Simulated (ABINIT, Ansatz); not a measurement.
**KNaMg2F6 (P4/mmm): G0W0 on several meshes in ABINIT**

Wanted: mesh dependence and cost of G0W0 for KNaMg2F6 (P4/mmm).

Main program and level: ABINIT 10.8.3; LDA and many-body steps on it, plane waves.

### Step 1. Set-up

It takes space group P4/mmm (No. 123, tetragonal). The conventional cell has a = 4.008 Å, b = 4.008 Å, c = 7.995 Å, α = 90.00°, β = 90.00°, γ = 90.00°. Nearest to K lie 12 F at 2.83 to 2.87 Å. Nearest to Na lie 12 F at 2.79 to 2.83 Å. Nearest to Mg lie 6 F at 1.97 to 2.03 Å. F has 2 Mg at 2.00 Å and 2 Na at 2.79 Å and 2 K at 2.87 Å nearest. F has 2 Mg at 1.97 Å and 4 Na at 2.83 Å nearest. F has 2 Mg at 2.03 Å and 4 K at 2.83 Å nearest. Farther neighbours and most contacts between anions are not listed.

The cell and positions are those that the Materials Project relaxed with its own functionals (PBE, PBE+U or r2SCAN), kept fixed.

### Step 2. Empty states on the mesh, 2×2×1 mesh, 272 bands

This step: ABINIT 10.8.3; DFT, LDA, plane waves, norm-conserving pseudopotentials.

The sums over transitions need many empty states on a uniform mesh; this step solves for them.

run.abi

```
acell 3*1.0 Angstrom
rprim 
  4.007581000000 0.000000000000 0.000000000000
  0.000000000000 4.007581000000 0.000000000000
  0.000000000000 0.000000000000 7.994870000000
ntypat 4
znucl 19 11 12 9
natom 10
typat 1 2 3 3 4 4 4 4 4 4
xred 
  0.500000000000 0.500000000000 0.500000000000
  0.500000000000 0.500000000000 0.000000000000
  0.000000000000 0.000000000000 0.246633000000
  0.000000000000 0.000000000000 0.753367000000
  0.500000000000 0.000000000000 0.243520000000
  0.500000000000 0.000000000000 0.756480000000
  0.000000000000 0.500000000000 0.756480000000
  0.000000000000 0.500000000000 0.243520000000
  0.000000000000 0.000000000000 0.000000000000
  0.000000000000 0.000000000000 0.500000000000
pp_dirpath "pseudos"
pseudos "K.upf, Na.upf, Mg.upf, F.upf"
ecut 38
ngkpt 2 2 1
nshiftk 1
shiftk 0 0 0
kptopt 1
chksymbreak 0
iscf -2
irdden 1
istwfk *1
nband 272
nbdbuf 24
tolwfr 1e-09
nstep 60
prtvol 0
indata_prefix "in"
outdata_prefix "out"
tmpdata_prefix "tmp"
```

Started as:

```bash
OMP_NUM_THREADS=1 mpirun -n 3 abinit run.abi > log
```

Numbers of over 12 decimals in the logs are rounded to 6 here.

The program printed:

```text
.Version 10.8.3 of ABINIT. v10.8.2 released Aug 2026.

 Symmetries : space group P4/m m m (#123); Bravais tP (primitive tetrag.)
[... echo of the input left out ...]
== DATASET  1 ==================================================================
-   mpi_nproc: 3, omp_nthreads: 1 (-1 if OMP is not activated)

--- !DatasetInfo
iteration_state: {dtset: 1, }
dimensions: {natom: 10, nkpt: 3, mband: 272, nsppol: 1, nspinor: 1, nspden: 1, mpw: 9813, }
cutoff_energies: {ecut:  38.0, pawecutdg:  -1.0, }
[...]
2.95115    2.95115    2.95389    2.96403    2.96549    2.96653    2.97185    3.00232
   3.02092    3.03162    3.03179    3.05187    3.05221    3.05429    3.05581    3.08232
 prteigrs : prtvol=0 or 1, do not print more k-points.

== END DATASET(S) ==============================================================
================================================================================

 -outvars: echo values of variables after computation  --------
            nband         272
             nkpt           3
          spgroup         123
 [... the other variables as echoed above ...]

 Calculation completed.
```

Run time: 2.1 min. Hardware: 3 MPI ranks of AMD EPYC 9R45, shared host; peak memory 0.4 GiB.

This step gave:

- gap: 6.084 eV
- k of the valence top: 0.5, 0.5, 0
- k of the conduction bottom: 0, 0, 0
- least direct gap: 6.484 eV
- k points computed: 3
- lowest point of the top converged band, above the valence top: 76.4975 eV

On this mesh the gap is 6.084 eV.

The density comes from a self-consistent run that is not shown.

### Step 3. Screening, 2×2×1 mesh, 125 bands, screening to 114.3 eV

The RPA dielectric matrix is built and inverted for each q.

This step: RPA screening on LDA, plane waves, norm-conserving pseudopotentials.

run.abi: that of step 2 with these lines changed.

```diff
@@ -28,10 +28,11 @@
 chksymbreak 0
-iscf -2
-irdden 1
 istwfk *1
-nband 272
-nbdbuf 24
-tolwfr 1e-09
-nstep 60
-prtvol 0
+occopt 1
+irdwfk 1
+optdriver 3
+nband 125
+ecuteps 4.2
+inclvkb 2
+awtr 1
+symchi 1
 indata_prefix "in"
```

Started as:

```bash
OMP_NUM_THREADS=1 mpirun -n 4 abinit run.abi > log
```

The program printed:

```text
.Version 10.8.3 of ABINIT. v10.8.2 released Aug 2026.

 Symmetries : space group P4/m m m (#123); Bravais tP (primitive tetrag.)
[... echo of the input left out ...]
== DATASET  1 ==================================================================
-   mpi_nproc: 4, omp_nthreads: 1 (-1 if OMP is not activated)

--- !DatasetInfo
iteration_state: {dtset: 1, }
dimensions: {natom: 10, nkpt: 3, mband: 125, nsppol: 1, nspinor: 1, nspden: 1, mpw: 9813, }
cutoff_energies: {ecut:  38.0, pawecutdg:  -1.0, }
electrons: {nelect:   8.00000000E+01, charge:   0.00000000E+00, occopt:   1.00000000E+00, tsmear:   1.00000000E-02, }

 SCREENING: Calculation of the susceptibility and dielectric matrices

 Based on a program developped by R.W. Godby, V. Olevano, G. Onida, and L. Reining.
 Incorporated in ABINIT by V. Olevano, G.-M. Rignanese, and M. Torrent.
.Using double precision arithmetic ; gwpc =  8

[... cell and pseudopotentials left out ...]
--------------------------------------------------------------------------------

 ==== K-mesh for the wavefunctions ====
 Number of points in the irreducible wedge :     3
[... list of points left out ...]
 Together with 16 symmetry operations and time-reversal symmetry
 yields     4 points in the full Brillouin Zone.

 ==== Q-mesh for the screening function ====
 Number of points in the irreducible wedge :     3
[... list of points left out ...]
 Together with 16 symmetry operations and time-reversal symmetry
 yields     4 points in the full Brillouin Zone.

 setmesh: FFT mesh size selected  =    27x   27x   60
          total number of points  =        43740

 vcoul_init : cutoff-mode = AUXILIARY_FUNCTION
 q-points for optical limit:   1
     1)      0.000010    0.000020    0.000030

- screening: taking advantage of time-reversal symmetry
- Maximum band index for partially occupied states nbvw = 40
- Remaining bands to be divided among processors   nbcw = 85
- Number of bands treated by each node ~21

 Number of electrons calculated from density =   80.0000; Expected =   80.0000
 average of density, n =  0.092325
 r_s =    1.3726
 omega_plasma =   29.3099 [eV]

 calculating chi0 at frequencies [eV] :
  1    0.000000E+00    0.000000E+00
  2    0.000000E+00    2.930990E+01

--------------------------------------------------------------------------------
  q-point number  1        q = ( 0.000000, 0.000000, 0.000000) [r.l.u.]
--------------------------------------------------------------------------------
[... chi0 elements left out ...]
 For q-point:  0.000010 0.000020 0.000030
  dielectric constant =   1.9855
  dielectric constant without local fields =   2.0976

  Average fulfillment of the sum rule on Im[epsilon] for q-point    1 :     33.79  [%]
[... wings left out ...]
  q-point number  2        q = ( 0.500000, 0.000000, 0.000000) [r.l.u.]
--------------------------------------------------------------------------------
[... chi0 elements left out ...]
  Average fulfillment of the sum rule on Im[epsilon] for q-point    2 :     35.70  [%]

 [... 1 further q-points ...]
```

Elapsed: 20 s, on 4 MPI ranks; peak memory 1.3 GiB; 79 s of CPU time.

Numbers from this step:

* ε∞ with local fields, on this mesh, along the program's q direction: 1.986
* the same without local fields: 2.098
* plasma frequency: 29.31 eV
* plane waves in the screening matrix: 353

Local fields lower ε∞ by 5 %. On a Γ-centred mesh this coarse the value itself is usually too large, while a short band sum pulls it down.

### Step 4. 2×2×1

The self-energy is evaluated for the states that the input lists, and the levels follow from it, in one-shot runs by the linearised quasiparticle equation.

This step: G0W0 on LDA, plane waves, norm-conserving pseudopotentials.

run.abi: that of step 3 with these lines changed.

```diff
@@ -31,8 +31,17 @@
 irdwfk 1
-optdriver 3
+optdriver 4
 nband 125
+gwcalctyp 0
+ecutsigx 38
+symsigma 1
+nkptgw 2
+kptgw 
+  0.5000000000 0.5000000000 0.0000000000
+  0.0000000000 0.0000000000 0.0000000000
+bdgw 
+  39 42
+  38 42
 ecuteps 4.2
-inclvkb 2
-awtr 1
-symchi 1
+irdscr 1
+ppmodel 1
 indata_prefix "in"
```

The program printed:

```text
.Version 10.8.3 of ABINIT. v10.8.2 released Aug 2026.

 Symmetries : space group P4/m m m (#123); Bravais tP (primitive tetrag.)
[... echo of the input left out ...]
== DATASET  1 ==================================================================
-   mpi_nproc: 4, omp_nthreads: 1 (-1 if OMP is not activated)

--- !DatasetInfo
iteration_state: {dtset: 1, }
dimensions: {natom: 10, nkpt: 3, mband: 125, nsppol: 1, nspinor: 1, nspden: 1, mpw: 9813, }
cutoff_energies: {ecut:  38.0, pawecutdg:  -1.0, }
electrons: {nelect:   8.00000000E+01, charge:   0.00000000E+00, occopt:   1.00000000E+00, tsmear:   1.00000000E-02, }

 SIGMA: Calculation of the GW corrections

 Based on a program developped by R.W. Godby, V. Olevano, G. Onida, and L. Reining.
 Incorporated in ABINIT by V. Olevano, G.-M. Rignanese, and M. Torrent.
.Using double precision arithmetic ; gwpc =  8

[... cell and pseudopotentials left out ...]
--------------------------------------------------------------------------------

 ==== K-mesh for the wavefunctions ====
 Number of points in the irreducible wedge :     3
[... list of points left out ...]
 Together with 16 symmetry operations and time-reversal symmetry
 yields     4 points in the full Brillouin Zone.

 ==== Q-mesh for screening function ====
 Number of points in the irreducible wedge :     3
[... list of points left out ...]
 Together with 16 symmetry operations and time-reversal symmetry
 yields     4 points in the full Brillouin Zone.

 vcoul_init : cutoff-mode = AUXILIARY_FUNCTION
 q-points for optical limit:   1
     1)      0.000010    0.000020    0.000030
 setmesh: FFT mesh size selected  =    45x   45x   90
          total number of points  =       182250

 Number of electrons calculated from density =   80.0000; Expected =   80.0000
 average of density, n =  0.092325
 r_s =    1.3726
 omega_plasma =   29.3099 [eV]

 === KS Band Gaps ===
  >>>> For spin  1
   Minimum direct gap =   6.4844 [eV], located at k-point      :   0.0000  0.0000  0.0000
   Fundamental gap    =   6.0840 [eV], Top of valence bands at :   0.5000  0.5000  0.0000
                                       Bottom of conduction at :   0.0000  0.0000  0.0000
 SIGMA fundamental parameters:
 PLASMON POLE MODEL  1
 number of plane-waves for SigmaX                 9813
 number of plane-waves for SigmaC and W            353
 number of plane-waves for wavefunctions          9813
 number of bands                                   125
 number of independent spin polarizations            1
 number of spinorial components                      1
 number of k-points in IBZ                           3
 number of q-points in IBZ                           3
 number of symmetry operations                      16
 number of k-points in BZ                            4
 number of q-points in BZ                            4
 number of frequencies for dSigma/dE                 9
 frequency step for dSigma/dE [eV]                0.25
 number of omega for Sigma on real axis              0
 max omega for Sigma on real axis  [eV]           0.00
 zcut for avoiding poles [eV]                     0.10

 EPSILON^-1 parameters (SCR file):
 dimension of the eps^-1 matrix on file            353
 dimension of the eps^-1 matrix used               353
 number of plane-waves for wavefunctions          9813
 number of bands                                   125
 number of q-points in IBZ                           3
 number of frequencies                               2
 number of real frequencies                          1
 number of imag frequencies                          1

 matrix elements of self-energy operator (all in [eV])

 Perturbative Calculation

--- !SelfEnergy_ee
iteration_state: {dtset: 1, }
kpoint     : [   0.500,    0.500,    0.000, ]
spin       : 1
KS_gap     :   10.008
QP_gap     :   14.902
Delta_QP_KS:    4.893
data: !SigmaeeData |
     Band     E0 <VxcDFT>   SigX SigC(E0)      Z dSigC/dE  Sig(E)    E-E0       E
       39  -0.513 -22.622 -30.503   5.094   0.821  -0.218 -24.910  -2.288  -2.801
       40  -0.513 -22.622 -30.503   5.094   0.821  -0.218 -24.910  -2.288  -2.801
       41   9.495 -10.624  -5.280  -2.427   0.893  -0.120  -8.019   2.605  12.100
       42   9.638 -12.518  -6.401  -2.613   0.888  -0.126  -9.408   3.110  12.748

--- !SelfEnergy_ee
iteration_state: {dtset: 1, }
kpoint     : [   0.000,    0.000,    0.000, ]
spin       : 1
KS_gap     :    6.484
QP_gap     :   11.047
Delta_QP_KS:    4.563
data: !SigmaeeData |
     Band     E0 <VxcDFT>   SigX SigC(E0)      Z dSigC/dE  Sig(E)    E-E0       E
       38  -0.915 -22.366 -30.185   4.998   0.823  -0.216 -24.687  -2.321  -3.236
       39  -0.913 -22.367 -30.182   5.007   0.822  -0.216 -24.677  -2.310  -3.224
       40  -0.913 -22.367 -30.182   5.007   0.822  -0.216 -24.677  -2.310  -3.224
       41   5.571 -10.642  -5.593  -2.535   0.896  -0.116  -8.390   2.252   7.823
       42   8.512 -12.317  -6.986  -2.393   0.885  -0.129  -9.716   2.601  11.113

== END DATASET(S) ==============================================================
================================================================================

 -outvars: echo values of variables after computation  --------
           etotal      0.0000000000E+00
            nband         125
             nkpt           3
          spgroup         123
 [... the other variables as echoed above ...]

 Calculation completed.
```

It took 8 s on 4 MPI ranks; peak memory 0.92 GiB.

Numbers from this step:

```yaml
g0w0_gap_on_the_points_computed: 10.62 eV
starting_gap_on_the_mesh: 6.084 eV
k_of_the_valence_top: 0.5, 0.5, 0
k_of_the_conduction_bottom: 0, 0, 0
z_at_the_valence_top: 0.821
z_at_the_conduction_bottom: 0.896
least_direct_g0w0_gap_on_the_computed_points: 11.05 eV
```

The gap on the mesh goes from 6.08 eV to 10.62 eV, a correction of +4.54 eV.

### Step 5. Empty states on the mesh, 4×4×2 mesh, 137 bands

This step: DFT, LDA, plane waves, norm-conserving pseudopotentials.

run.abi: that of step 4 with these lines changed.

```diff
@@ -23,3 +23,3 @@
 ecut 38
-ngkpt 2 2 1
+ngkpt 4 4 2
 nshiftk 1
@@ -28,20 +28,10 @@
 chksymbreak 0
+iscf -2
+irdden 1
 istwfk *1
-occopt 1
-irdwfk 1
-optdriver 4
-nband 125
-gwcalctyp 0
-ecutsigx 38
-symsigma 1
-nkptgw 2
-kptgw 
-  0.5000000000 0.5000000000 0.0000000000
-  0.0000000000 0.0000000000 0.0000000000
-bdgw 
-  39 42
-  38 42
-ecuteps 4.2
-irdscr 1
-ppmodel 1
+nband 137
+nbdbuf 12
+tolwfr 1e-09
+nstep 60
+prtvol 0
 indata_prefix "in"
```

The program printed:

```text
.Version 10.8.3 of ABINIT. v10.8.2 released Aug 2026.

 Symmetries : space group P4/m m m (#123); Bravais tP (primitive tetrag.)
[... echo of the input left out ...]
== DATASET  1 ==================================================================
-   mpi_nproc: 4, omp_nthreads: 1 (-1 if OMP is not activated)

--- !DatasetInfo
iteration_state: {dtset: 1, }
dimensions: {natom: 10, nkpt: 12, mband: 137, nsppol: 1, nspinor: 1, nspden: 1, mpw: 9813, }
cutoff_energies: {ecut:  38.0, pawecutdg:  -1.0, }
[...]
1.53578    1.53652    1.53652    1.54085    1.54788    1.54788    1.55932    1.60303
   1.60303    1.61028    1.61701    1.61702    1.61797    1.61851    1.65738    1.65841
   1.67175
 prteigrs : prtvol=0 or 1, do not print more k-points.

== END DATASET(S) ==============================================================
================================================================================

 -outvars: echo values of variables after computation  --------
            nband         137
             nkpt          12
          spgroup         123
 [... the other variables as echoed above ...]

 Calculation completed.
```

Elapsed: 2 min, on 4 MPI ranks; peak memory 0.66 GiB.

Numbers from this step:

| Item | Value |
| --- | --- |
| gap | 6.084 eV |
| k of the valence top | 0.5, 0.5, 0 |
| k of the conduction bottom | 0, 0, 0 |
| least direct gap | 6.484 eV |
| k points computed | 12 |
| lowest point of the top converged band, above the valence top | 41.65 eV |

On this mesh the gap is 6.084 eV.

### Step 6. Screening, 4×4×2 mesh, 125 bands, screening to 114.3 eV

This step: RPA screening on LDA, plane waves, norm-conserving pseudopotentials.

run.abi: that of step 5 with these lines changed.

```diff
@@ -28,10 +28,11 @@
 chksymbreak 0
-iscf -2
-irdden 1
 istwfk *1
-nband 137
-nbdbuf 12
-tolwfr 1e-09
-nstep 60
-prtvol 0
+occopt 1
+irdwfk 1
+optdriver 3
+nband 125
+ecuteps 4.2
+inclvkb 2
+awtr 1
+symchi 1
 indata_prefix "in"
```

The program printed:

```text
.Version 10.8.3 of ABINIT. v10.8.2 released Aug 2026.

 Symmetries : space group P4/m m m (#123); Bravais tP (primitive tetrag.)
[... echo of the input left out ...]
== DATASET  1 ==================================================================
-   mpi_nproc: 4, omp_nthreads: 1 (-1 if OMP is not activated)

--- !DatasetInfo
iteration_state: {dtset: 1, }
dimensions: {natom: 10, nkpt: 12, mband: 125, nsppol: 1, nspinor: 1, nspden: 1, mpw: 9813, }
cutoff_energies: {ecut:  38.0, pawecutdg:  -1.0, }
electrons: {nelect:   8.00000000E+01, charge:   0.00000000E+00, occopt:   1.00000000E+00, tsmear:   1.00000000E-02, }

 SCREENING: Calculation of the susceptibility and dielectric matrices

 Based on a program developped by R.W. Godby, V. Olevano, G. Onida, and L. Reining.
 Incorporated in ABINIT by V. Olevano, G.-M. Rignanese, and M. Torrent.
.Using double precision arithmetic ; gwpc =  8

[... cell and pseudopotentials left out ...]
--------------------------------------------------------------------------------

 ==== K-mesh for the wavefunctions ====
 Number of points in the irreducible wedge :    12
[... list of points left out ...]
 Together with 16 symmetry operations and time-reversal symmetry
 yields    32 points in the full Brillouin Zone.

 ==== Q-mesh for the screening function ====
 Number of points in the irreducible wedge :    12
[... list of points left out ...]
 Together with 16 symmetry operations and time-reversal symmetry
 yields    32 points in the full Brillouin Zone.

 setmesh: FFT mesh size selected  =    27x   27x   60
          total number of points  =        43740

 vcoul_init : cutoff-mode = AUXILIARY_FUNCTION
 q-points for optical limit:   1
     1)      0.000010    0.000020    0.000030

- screening: taking advantage of time-reversal symmetry
- Maximum band index for partially occupied states nbvw = 40
- Remaining bands to be divided among processors   nbcw = 85
- Number of bands treated by each node ~21

 Number of electrons calculated from density =   80.0000; Expected =   80.0000
 average of density, n =  0.092325
 r_s =    1.3726
 omega_plasma =   29.3099 [eV]

 calculating chi0 at frequencies [eV] :
  1    0.000000E+00    0.000000E+00
  2    0.000000E+00    2.930990E+01

--------------------------------------------------------------------------------
  q-point number  1        q = ( 0.000000, 0.000000, 0.000000) [r.l.u.]
--------------------------------------------------------------------------------
[... chi0 elements left out ...]
 For q-point:  0.000010 0.000020 0.000030
  dielectric constant =   1.9514
  dielectric constant without local fields =   2.0620

  Average fulfillment of the sum rule on Im[epsilon] for q-point    1 :     33.61  [%]
[... wings left out ...]
  q-point number  2        q = ( 0.250000, 0.000000, 0.000000) [r.l.u.]
--------------------------------------------------------------------------------
[... chi0 elements left out ...]
  Average fulfillment of the sum rule on Im[epsilon] for q-point    2 :     39.11  [%]

 [... 10 further q-points ...]
```

It took 2.4 min on 4 MPI ranks; peak memory 3.1 GiB; 9.5 min of CPU time.

Numbers from this step:

* ε∞ with local fields, on this mesh, along the program's q direction: 1.951
* the same without local fields: 2.062
* plasma frequency: 29.31 eV
* plane waves in the screening matrix: 353

(Continued in part 2 of 2.)

[Paths, hosts, dates, memory and timing lines, banners, echoed tables and standing remarks are left out of the program output.]

[Logs are printed without paths, hosts, clocks, repeated set-up lines and the standing remarks that a program may print on its own settings, such as how far it seeks lower states.]

[Runs of the session that timed out or met a known fault of the program may be left out.]

[No measured gap is set beside runs whose start may be inverted or whose files or cutoffs have a known fault.]

[Hosts, paths, dates, database ids (printed as entryN), source tags and the programs' standing remarks are cut or masked in the printed files.]

[G0W0 gaps are taken among the corrected bands and points alone; a level outside them can change the order at an edge.]

[Where Ansatz stands beside ABINIT at settings called matched, ABINIT's density can come from a denser mesh and the files from another edition; pairs whose starting gaps differed by over 0.03 eV were left out, so agreement reads better than it is.]
